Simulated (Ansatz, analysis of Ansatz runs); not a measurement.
# Migration in Y2S2O (P2_1/c): V_O hop (4.0 Å), charge +2

Aim: the barrier of one jump in Y2S2O (P2_1/c) at charge +2: V_O hop (4.0 Å). The model is a cell of 40 host atoms with 1 O taken out; O is the atom that moves.

Main program and level: Ansatz 0.2.0; plane-wave PAW DFT, LDA; nudged elastic band between two relaxed defect structures at fixed charge in a uniform background.

**1. Starting point**

The cell holds 39 atoms: 16 Y, 16 S and 7 O. Cell: a = 9.558 Å, b = 9.611 Å, c = 10.562 Å, α = 56.3°, β = 68.7°, γ = 66.9°. It derives from Y2S2O (space group P2_1/c). Nearest the centre at fractional (0.516, 0.883, 0.733): Y13 at 0.92 Å, O38 at 2.01 Å, S29 at 2.45 Å, S20 at 2.58 Å, S22 at 2.86 Å, O33 at 2.95 Å, Y12 at 3.00 Å, Y7 at 3.15 Å. The cell carries charge +2.

Coordinates:

```xyz
39
Lattice="-1.1302 6.7797 6.6422 6.9691 0.0000 6.6185 8.0992 6.7797 -0.0236" Properties=species:S:1:pos:R:3 pbc="T T T"
Y     6.1410    6.4114    4.9637
Y     5.0108    6.4114   11.6059
Y     8.3622    3.0216    4.9522
Y     8.3622    9.8012    4.9522
Y     8.9273    7.1480    1.6312
Y     7.7971    7.1480    8.2733
Y     5.5759    3.7581    8.2848
Y     5.5759   10.5378    8.2848
Y    10.7663    5.8046    4.4819
Y     2.6671    5.8046    4.5056
Y     3.7369    2.4148    5.4340
Y     3.7369    9.1944    5.4340
Y    11.2710    7.7548    8.7315
Y     3.1718    7.7548    8.7551
Y    10.2012    4.3649    7.8030
Y    10.2012   11.1446    7.8030
S     6.3789    1.8865    6.4208
S     6.3789    8.6662    6.4208
S     2.0982    2.4877    2.8293
S     9.0673    9.2673    9.4478
S     4.8708    4.2920    3.7892
S    11.8399   11.0717   10.4077
S     9.6324    7.6818    6.1268
S     1.5332    7.6818    6.1504
S     8.1243    5.2763    3.4952
S     6.9941    5.2763   10.1374
S     7.5592    4.8932    6.8163
S     7.5592   11.6729    6.8163
S     6.9440    8.2830    3.0997
S     5.8138    8.2830    9.7419
S    12.4050    5.8775    7.0867
S     4.3058    5.8775    7.1103
O     9.6786    6.1878    8.9364
O     9.6786   12.9675    8.9364
O    10.2436    3.9817    5.6154
O     2.1444    3.9817    5.6390
O     4.2596    0.5918    4.3006
O    11.7937    9.5777    7.5981
O     3.6945    9.5777    7.6217
```

The cell's shortest repeat is 9.6 Å.

**2. Relaxation of the start point, charge +2**

A barrier is counted from a minimum, so both ends are relaxed first. Small random displacements break the symmetry of the ideal sites, so that the defect can distort if it gains by it. The charge of +2 is set by the electron count, and a uniform background keeps the cell neutral.

qp2.start/input.yaml

```yaml
crystal:
  lattice:
    - [-1.13015356, 6.77967323, 6.6421666]
    - [6.96905613, 0.0, 6.61852732]
    - [8.0992097, 6.77967323, -0.02363928]
  atoms:
    - { symbol: "Y", position: [0.41656442, 0.33381268, 0.52911365] }
    - { symbol: "Y", position: [0.91656442, 0.83381268, 0.02911365] }
    - { symbol: "Y", position: [0.02911365, 0.72050926, 0.41656442] }
    - { symbol: "Y", position: [0.52911365, 0.22050926, 0.91656442] }
    - { symbol: "Y", position: [0.08343558, 0.16618732, 0.97088635] }
    - { symbol: "Y", position: [0.58343558, 0.66618732, 0.47088635] }
    - { symbol: "Y", position: [0.47088635, 0.77949074, 0.08343558] }
    - { symbol: "Y", position: [0.97088635, 0.27949074, 0.58343558] }
    - { symbol: "Y", position: [0.05592476, 0.62391369, 0.80025064] }
    - { symbol: "Y", position: [0.55592476, 0.12391369, 0.30025064] }
    - { symbol: "Y", position: [0.30025064, 0.51991091, 0.05592476] }
    - { symbol: "Y", position: [0.80025064, 0.01991091, 0.55592476] }
    - { symbol: "Y", position: [0.44407524, 0.87608631, 0.69974936] }
    - { symbol: "Y", position: [0.94407524, 0.37608631, 0.19974936] }
    - { symbol: "Y", position: [0.19974936, 0.98008909, 0.44407524] }
    - { symbol: "Y", position: [0.69974936, 0.48008909, 0.94407524] }
    - { symbol: S, position: [0.16263204, 0.8073203, 0.11562368] }
    - { symbol: S, position: [0.66263204, 0.3073203, 0.61562368] }
    - { symbol: S, position: [0.23768224, 0.18941516, 0.12924741] }
    - { symbol: S, position: [0.73768224, 0.68941516, 0.62924741] }
    - { symbol: S, position: [0.26231776, 0.31058484, 0.37075259] }
    - { symbol: S, position: [0.76231776, 0.81058484, 0.87075259] }
    - { symbol: S, position: [0.37075259, 0.5563448, 0.76231776] }
    - { symbol: S, position: [0.87075259, 0.0563448, 0.26231776] }
    - { symbol: S, position: [0.11562368, 0.41442398, 0.66263204] }
    - { symbol: S, position: [0.61562368, 0.91442398, 0.16263204] }
    - { symbol: S, position: [0.33736796, 0.6926797, 0.38437632] }
    - { symbol: S, position: [0.83736796, 0.1926797, 0.88437632] }
    - { symbol: S, position: [0.38437632, 0.08557602, 0.83736796] }
    - { symbol: S, position: [0.88437632, 0.58557602, 0.33736796] }
    - { symbol: S, position: [0.12924741, 0.9436552, 0.73768224] }
    - { symbol: S, position: [0.62924741, 0.4436552, 0.23768224] }
    - { symbol: O, position: [0.43980694, 0.91052819, 0.4728954] }
    - { symbol: O, position: [0.93980694, 0.41052819, 0.9728954] }
    - { symbol: O, position: [0.0271046, 0.82323053, 0.56019306] }
    - { symbol: O, position: [0.5271046, 0.32323053, 0.06019306] }
    - { symbol: O, position: [0.06019306, 0.58947181, 0.0271046] }
    - { symbol: O, position: [0.4728954, 0.67676947, 0.93980694] }
    - { symbol: O, position: [0.9728954, 0.17676947, 0.43980694] }
total_charge: 2
basis:
  ecutwfc: 420
  xc_grid: 2
hamiltonian:
  xc: lda
kpoints:
  mp_grid: { grid: [1, 1, 1], shift: [0.25, 0.25, 0.25] }
scf:
  occupations: { method: fixed }
  max_iter: 80
output:
  forces: true
relax:
  f_tol: 0.015
  max_steps: 70
  random_displacement: { amplitude: 0.03, seed: 4607 }
```

On the command line:

```console
> ansatz run input.yaml --threads 4 --pin off --max-ram 7536MiB --backend cpu --events-out ev --progress --plain --runs-dir out
```

The program printed:

```text
The last accepted step is kept in <dir> (removed where the run ends without a failure and the disk answers)
Engine: ansatz 0.2.0, aarch64-unknown-linux-gnu
Pseudopotentials: kind: paw
Pseudopotential: Y, paw, valence charge 11, recommended cutoff 420 eV (normal), Y.paw.azcp
Pseudopotential: S, paw, valence charge 6, recommended cutoff 420 eV (normal), S.paw.azcp
Pseudopotential: O, paw, valence charge 6, recommended cutoff 420 eV (normal), O.paw.azcp
Functional definition: SPW92
  exchange = slater_x
  correlation = pw_c
Crystal: 39 atoms, lattice volume = 729.080 Å³
Basis set: ecut = 420 eV, 14223 PW (Γ), exchange–correlation on 128×144×144 points (8 copies of the dense FFT grid, shifted against one another)
Bands: 195, of which v1, the nominal top of the filled ones, is band 156 counted from 1 (155 counted from 0)
Symmetry: 1 space group operations
k-points: 1
Non-local potential: Y, projectors of the file, l = 0: 3, l = 1: 2, l = 2: 2, l = 3: 1
Non-local potential: S, projectors of the file, l = 0: 2, l = 1: 2, l = 2: 2
Non-local potential: O, projectors of the file, l = 0: 2, l = 1: 2, l = 2: 1
PAW form: soft (Blöchl's): semilocal exchange-correlation on the pseudo side does not see the compensation charge
PAW frozen core: Y, regenerated for the run's functional, and the local potential with it (the file was generated under x = pbe(κ = 0.804, μ = 0.219515), c = pbe(β = 0.066725))
PAW frozen core: S, regenerated for the run's functional, and the local potential with it (the file was generated under x = pbe(κ = 0.804, μ = 0.219515), c = pbe(β = 0.066725))
PAW frozen core: O, regenerated for the run's functional, and the local potential with it (the file was generated under x = pbe(κ = 0.804, μ = 0.219515), c = pbe(β = 0.066725))
PAW one-centre angular grid: Y, 590 points (default); XC on 64 Gauss nodes
PAW one-centre angular grid: S, 110 points (default); XC on 64 Gauss nodes
PAW one-centre angular grid: O, 110 points (default); XC on 64 Gauss nodes
Initial density: superposition of atomic densities (neutral atoms scaled as one to the charged cell's electrons: chi_scale 0, normalization atom), corrected by the library's trained network
Initial wavefunctions: pseudopotential atomic-orbital guess
Functional: x = slater, c = lda
SCF iter   1: F=—  HF=-77835.829638 eV  |F-HF|=—  |Δ(HF+E_count)|=         —  Δρ=1.40e-2  dr2=5.65e0  ethr=1.77e-3  ⟨swp⟩=4.0  Hψ=621  notcnv=0  defer=35
preconditioner: auto → Resta (q_TF=auto, 2.368 Å⁻¹)  ε∞=3.5  [insulator: Δε(μ)=1.494 eV  Ē_g=14.596 eV  n_scr=156 (ndim 8)  ℏωp=23.0 eV  f_vac=0.000  ε∞_Penn≈3.5]
SCF iter   2: F=—  HF=-77834.506088 eV  |F-HF|=—  |Δ(HF+E_count)|=    1.32e0  Δρ=7.62e-3  dr2=8.85e-1  ethr=1.77e-3  ⟨swp⟩=4.0  Hψ=357  notcnv=0  defer=36
SCF iter   3: F=—  HF=-77834.240241 eV  |F-HF|=—  |Δ(HF+E_count)|=   2.66e-1  Δρ=3.51e-3  dr2=1.21e-1  ethr=2.84e-4  ⟨swp⟩=3.0  Hψ=307  notcnv=0  defer=37
SCF iter   4: F=—  HF=-77834.221444 eV  |F-HF|=—  |Δ(HF+E_count)|=   1.88e-2  Δρ=2.54e-3  dr2=4.01e-2  ethr=3.89e-5  ⟨swp⟩=3.0  Hψ=259  notcnv=0  defer=37
SCF iter   5: F=—  HF=-77834.213049 eV  |F-HF|=—  |Δ(HF+E_count)|=   8.40e-3  Δρ=4.86e-4  dr2=1.62e-3  ethr=1.28e-5  ⟨swp⟩=2.0  Hψ=257  notcnv=0  defer=37
SCF iter   6: F=—  HF=-77834.212854 eV  |F-HF|=—  |Δ(HF+E_count)|=   1.95e-4  Δρ=1.65e-4  dr2=2.07e-4  ethr=5.21e-7  ⟨swp⟩=2.0  Hψ=270  notcnv=0  defer=37
SCF iter   7: F=—  HF=-77834.212841 eV  |F-HF|=—  |Δ(HF+E_count)|=   1.24e-5  Δρ=9.02e-5  dr2=5.23e-5  ethr=6.63e-8  ⟨swp⟩=2.0  Hψ=255  notcnv=0  defer=37
SCF iter   8: F=-77834.212835 eV  HF=-77834.212835 eV  |F-HF|=1.04e-7  |Δ(HF+E_count)|=   6.66e-6  Δρ=2.03e-5  dr2=2.51e-6  ethr=1.80e-9  ⟨swp⟩=2.0  Hψ=610  notcnv=0
SCF 1 converged in 8 iterations: F = -77834.212835 eV  dr2 = 2.51e-6
  greatest PAW one-centre occupation: 0.992 electrons in one spin orbital (limit 2), on the Y atom at site 13 (counted from 0), in its partial waves of l = 0
relax step   1: F+E_penalty+E_count = -77834.21283467 eV  Δ(F+E_penalty+E_count) = +0.000e0 eV  max|allowed force component| = 2.560e0 eV/Å  Δτ_max = 0.0000 Å  (8 SCF iters, dr2 threshold 5.63e-6 eV, accepted)
[... the SCF cycles and remarks between the steps are left out from here to the last step ...]
relax step   2: F+E_penalty+E_count = -77835.63043399 eV  Δ(F+E_penalty+E_count) = -1.418e0 eV  max|allowed force component| = 6.531e-1 eV/Å  Δτ_max = 0.1950 Å  (6 SCF iters, dr2 threshold 1.00e-4 eV, accepted)
relax step   3: F+E_penalty+E_count = -77836.05718087 eV  Δ(F+E_penalty+E_count) = -4.267e-1 eV  max|allowed force component| = 2.789e-1 eV/Å  Δτ_max = 0.2000 Å  (6 SCF iters, dr2 threshold 2.67e-5 eV, accepted)
relax step   4: F+E_penalty+E_count = -77836.14349989 eV  Δ(F+E_penalty+E_count) = -8.632e-2 eV  max|allowed force component| = 1.143e-1 eV/Å  Δτ_max = 0.0841 Å  (6 SCF iters, dr2 threshold 5.06e-6 eV, accepted)
relax step   5: F+E_penalty+E_count = -77836.14969135 eV  Δ(F+E_penalty+E_count) = -6.191e-3 eV  max|allowed force component| = 7.496e-2 eV/Å  Δτ_max = 0.0298 Å  (6 SCF iters, dr2 threshold 2.19e-6 eV, accepted)
relax step   6: F+E_penalty+E_count = -77836.15158478 eV  Δ(F+E_penalty+E_count) = -1.893e-3 eV  max|allowed force component| = 4.311e-3 eV/Å  Δτ_max = 0.0075 Å  (5 SCF iters, dr2 threshold 9.43e-7 eV, accepted)
iter 1 solved again at ethr=1.12e-10 eV; its pass at ethr=3.10e-3 eV (dr2=3.51e-7 eV) is discarded
SCF iter   1: F=—  HF=-77836.151585 eV  |F-HF|=—  |Δ(HF+E_count)|=         —  Δρ=6.85e-6  dr2=3.50e-7  ethr=1.12e-10  ⟨swp⟩=1.0  Hψ=424  notcnv=0  defer=35
SCF iter   2: F=—  HF=-77836.151585 eV  |F-HF|=—  |Δ(HF+E_count)|=   8.63e-9  Δρ=4.04e-6  dr2=1.26e-7  ethr=1.12e-10  ⟨swp⟩=1.0  Hψ=160  notcnv=0  defer=35
SCF iter   3: F=-77836.151585 eV  HF=-77836.151585 eV  |F-HF|=4.87e-8  |Δ(HF+E_count)|=   1.42e-8  Δρ=2.89e-6  dr2=5.71e-8  ethr=3.21e-11  ⟨swp⟩=4.0  Hψ=521  notcnv=0
SCF 7 converged in 3 iterations: F = -77836.151585 eV  dr2 = 5.71e-8
relax step   7: F+E_penalty+E_count = -77836.15158480 eV  Δ(F+E_penalty+E_count) = -1.848e-8 eV  max|allowed force component| = 4.316e-3 eV/Å  Δτ_max = 0.0000 Å  (3 SCF iters, accepted)
SCF converged after 3 iterations
Free energy (F): -77836.151585 eV
Harris-Foulkes:  -77836.151585 eV  (|F-HF|=4.87e-8)
Internal energy: -77836.151585 eV  (E = F + TS)
E sigma→0 (E₀):  -77836.151585 eV
Fermi energy:    8.919058 eV
--- Per-component energies (eV) ---
  E_band       = -1437.091616
  E_kinetic    = 7851.047935
  E_local      = -14211.262499  (includes V_loc(G=0)·N_el)
  E_nonlocal   = 1672.780261
  E_hartree    = 4883.146477
  E_xc         = -4820.771324
  E_vxc        = -5266.792413  (∫ρ·V_xc dr)
  E_paw        = -53719.887668  (= ΣΔE_a)
  E_vpaw       = -1249.182865  (= ΣTr[D̂ρ^β])
  E_aug_tail   = 0.017546  (compensation charges beyond the density's cutoff)
  E_ewald      = -19499.625295
  E_core_change = 8.402984  (= ΣΔE_core)
  E_smearing   = -0.000000  (= −TS)
  E_closure    = 0.000000  (closes the sum)
  E_deformation_potential = 35.340633  (in the stress; not in F)
  Σ components = -77836.151585   (vs F -77836.151585, Δ=0.00e0)
--- Forces (eV/Å), atoms counted from 1 ---
  atom   1  Y      0.00144642     0.00409878    -0.00227099
  atom   2  Y     -0.00088599    -0.00282709    -0.00326227
  atom   3  Y     -0.00175764     0.00302515    -0.00276885
  atom   4  Y     -0.00316596     0.00078411    -0.00251706
  atom   5  Y     -0.00028772     0.00131339     0.00392407
  atom   6  Y     -0.00006551     0.00239073     0.00020169
  atom   7  Y      0.00204516    -0.00288211     0.00117916
  atom   8  Y      0.00146056     0.00008030    -0.00077414
  atom   9  Y      0.00148045     0.00218147    -0.00383649
  atom  10  Y      0.00219666    -0.00055785    -0.00269596
  atom  11  Y     -0.00094764    -0.00011770     0.00109165
  atom  12  Y      0.00430126     0.00206306    -0.00391488
  atom  13  Y      0.00245071     0.00156131     0.00277411
  atom  14  Y     -0.00142819     0.00223721     0.00154692
  atom  15  Y     -0.00167491    -0.00022452     0.00055601
  atom  16  Y     -0.00052450     0.00035832    -0.00124086
  atom  17  S     -0.00038017    -0.00265499    -0.00108090
  atom  18  S     -0.00355174     0.00035950    -0.00147835
  atom  19  S     -0.00015651    -0.00011711    -0.00070262
  atom  20  S     -0.00042290    -0.00307281     0.00266078
  atom  21  S     -0.00226163     0.00061816    -0.00053855
  atom  22  S      0.00080839    -0.00021386     0.00178992
  atom  23  S      0.00078671     0.00210245     0.00221220
  atom  24  S      0.00001088    -0.00107733     0.00298631
  atom  25  S      0.00034687    -0.00074140     0.00126613
  atom  26  S      0.00295443     0.00295845     0.00087890
  atom  27  S     -0.00111975    -0.00167647     0.00087655
  atom  28  S     -0.00029328     0.00138002    -0.00156602
  atom  29  S      0.00077623     0.00137986    -0.00003572
  atom  30  S      0.00070929    -0.00041029     0.00278311
  atom  31  S     -0.00003314    -0.00203813    -0.00068069
  atom  32  S      0.00021062    -0.00140482    -0.00187714
  atom  33  O     -0.00303026    -0.00431653     0.00061563
  atom  34  O      0.00110076    -0.00090281     0.00233437
  atom  35  O     -0.00242205    -0.00389180     0.00350283
  atom  36  O      0.00275322    -0.00041481     0.00028360
  atom  37  O      0.00089440    -0.00105196    -0.00112815
  atom  38  O     -0.00322574     0.00227878    -0.00344158
  atom  39  O      0.00091600    -0.00058389     0.00233010
  max |Σ_I F_I| component: 1.72e-5 eV/Å
--- Relaxed structure (7 steps of the walk, 7 accepted, 0 SCFs on fresh bases) ---
  F+E_penalty+E_count = -77836.15158480 eV   max|allowed force component| = 4.316e-3 eV/Å
  atoms:
    - { symbol: Y, position: [0.400588, 0.367672, 0.528171] }
    - { symbol: Y, position: [0.917477, 0.831023, 0.031102] }
    - { symbol: Y, position: [0.028995, 0.726524, 0.413208] }
    - { symbol: Y, position: [0.533089, 0.216411, 0.910402] }
    - { symbol: Y, position: [0.083748, 0.166862, 0.968238] }
    - { symbol: Y, position: [0.588270, 0.670185, 0.470308] }
    - { symbol: Y, position: [0.469544, 0.778161, 0.081444] }
    - { symbol: Y, position: [0.971544, 0.280619, 0.583792] }
    - { symbol: Y, position: [0.061055, 0.618361, 0.806223] }
    - { symbol: Y, position: [0.566185, 0.120730, 0.282445] }
    - { symbol: Y, position: [0.298977, 0.503405, 0.071552] }
    - { symbol: Y, position: [0.822483, 0.006819, 0.568333] }
    - { symbol: Y, position: [0.413843, 0.858185, 0.716360] }
    - { symbol: Y, position: [0.933525, 0.376807, 0.200011] }
    - { symbol: Y, position: [0.204617, 0.987171, 0.435814] }
    - { symbol: Y, position: [0.698780, 0.485360, 0.935884] }
    - { symbol: S, position: [0.162405, 0.810649, 0.113944] }
    - { symbol: S, position: [0.662292, 0.307965, 0.608278] }
    - { symbol: S, position: [0.240285, 0.190114, 0.121827] }
    - { symbol: S, position: [0.723265, 0.729828, 0.619240] }
    - { symbol: S, position: [0.281684, 0.286828, 0.391082] }
    - { symbol: S, position: [0.762442, 0.797984, 0.882668] }
    - { symbol: S, position: [0.375320, 0.554387, 0.762050] }
    - { symbol: S, position: [0.868905, 0.058595, 0.272515] }
    - { symbol: S, position: [0.103573, 0.423963, 0.663541] }
    - { symbol: S, position: [0.614868, 0.912248, 0.161902] }
    - { symbol: S, position: [0.337641, 0.705132, 0.379438] }
    - { symbol: S, position: [0.837259, 0.192752, 0.884080] }
    - { symbol: S, position: [0.394290, 0.082305, 0.814883] }
    - { symbol: S, position: [0.889333, 0.584675, 0.340068] }
    - { symbol: S, position: [0.111180, 0.940220, 0.738309] }
    - { symbol: S, position: [0.616919, 0.428879, 0.245122] }
    - { symbol: O, position: [0.442800, 0.917093, 0.472762] }
    - { symbol: O, position: [0.936686, 0.409670, 0.973457] }
    - { symbol: O, position: [0.034970, 0.821655, 0.562516] }
    - { symbol: O, position: [0.528917, 0.318633, 0.055390] }
    - { symbol: O, position: [0.062386, 0.581158, 0.034714] }
    - { symbol: O, position: [0.466438, 0.668896, 0.944570] }
    - { symbol: O, position: [0.978823, 0.179268, 0.436113] }
```

The job ended after 35 s (4 threads of Arm Neoverse V1, shared host; peak memory 1 GiB; 2.2 min of CPU time).

In the SCF lines HF is the Harris–Foulkes energy and dr2 the Hartree energy of the density residual, in eV; the loop may stop once dr2 is under the threshold and the program's other checks hold. Hψ counts applications of the Hamiltonian.

Step by step:

```
step  energy less that of the first step (eV)  largest force component (eV/Å)
   1                                   0.0000                          2.5605
   2                                  -1.4176                          0.6531
   3                                  -1.8443                          0.2789
   4                                  -1.9307                          0.1143
   5                                  -1.9369                          0.0750
   6                                  -1.9388                          0.0043
   7                                  -1.9388                          0.0043
```

The atoms that moved most (Å, from the sites as typed, ahead of the random displacement, the mean shift of all atoms taken out):

```
atom      dx      dy      dz  length
 Y13   0.044  -0.091  -0.315   0.331
 S20   0.217  -0.165   0.177   0.325
  Y1   0.247  -0.114   0.123   0.298
 S21  -0.023   0.270  -0.024   0.272
 Y12  -0.016   0.236   0.065   0.245
 S29  -0.216  -0.084   0.049   0.237
 Y10  -0.178  -0.050   0.052   0.192
 S31   0.002  -0.117  -0.138   0.181
```

Final coordinates:

```xyz
39
Lattice="-1.1302 6.7797 6.6422 6.9691 0.0000 6.6185 8.0992 6.7797 -0.0236" Properties=species:S:1:pos:R:3 pbc="T T T"
Y     6.3874    6.2967    5.0817
Y     5.0065    6.4311   11.5935
Y     8.3771    2.9980    4.9914
Y     8.2792    9.7864    4.9517
Y     8.9102    7.1321    1.6378
Y     7.8149    7.1768    8.3319
Y     5.5520    3.7355    8.2672
Y     5.5859   10.5447    8.2966
Y    10.7702    5.8799    4.4791
Y     2.4891    5.7534    4.5531
Y     3.7499    2.5121    5.3160
Y     3.7210    9.4293    5.4948
Y    11.3150    7.6624    8.4118
Y     3.1909    7.6850    8.6898
Y    10.1782    4.3419    7.8824
Y    10.1727   11.0825    7.8317
S     6.3888    1.8736    6.4413
S     6.3243    8.6141    6.4230
S     2.0401    2.4550    2.8514
S     9.2842    9.1018    9.6198
S     4.8480    4.5611    3.7601
S    11.8484   11.1533   10.3249
S     9.6114    7.7110    6.1442
S     1.6335    7.7385    6.1528
S     8.2117    5.2008    3.4783
S     6.9739    5.2663   10.1180
S     7.6057    4.8616    6.9006
S     7.5574   11.6701    6.8161
S     6.7279    8.1978    3.1444
S     5.8238    8.3349    9.7688
S    12.4065    5.7593    6.9439
S     4.2770    5.8444    6.9304
O     9.7198    6.2072    8.9998
O     9.6807   12.9501    8.9100
O    10.2426    4.0508    5.6571
O     2.0714    3.9614    5.6207
O     4.2608    0.6583    4.2600
O    11.7847    9.5662    7.5029
O     3.6753    9.5928    7.6777
```

Neighbours of O38 at the end:

```
atom  distance (Å)
 Y13         2.161
  Y7         2.221
 Y11         2.229
 Y16         2.237
 O36         2.760
 S17         3.053
 S23         3.164
 S32         3.171
```

Read from the output:

```yaml
free_energy: -77836.1516 eV
largest_move_from_the_ideal_geometry_of_this_structure_a_common_shift_of_the_far_atoms_taken_out: 0.3566 Å
```

The relaxation gained 1.939 eV and ended with a largest force component of 0.0043 eV/Å.

[end of part 1 of 3]

[Long decimals in the printed logs are rounded to 6 places.]

[Repeated set-up lines and some long k-point lines are left out of the logs, and relaxed atomic positions are cut to six decimals.]

[Logs are printed without paths, hosts, clocks, repeated set-up lines and the standing remarks that a program may print on its own settings, such as how far it seeks lower states.]

[Hosts, paths, dates, database ids (printed as entryN), source tags and the programs' standing remarks are cut or masked in the printed files.]
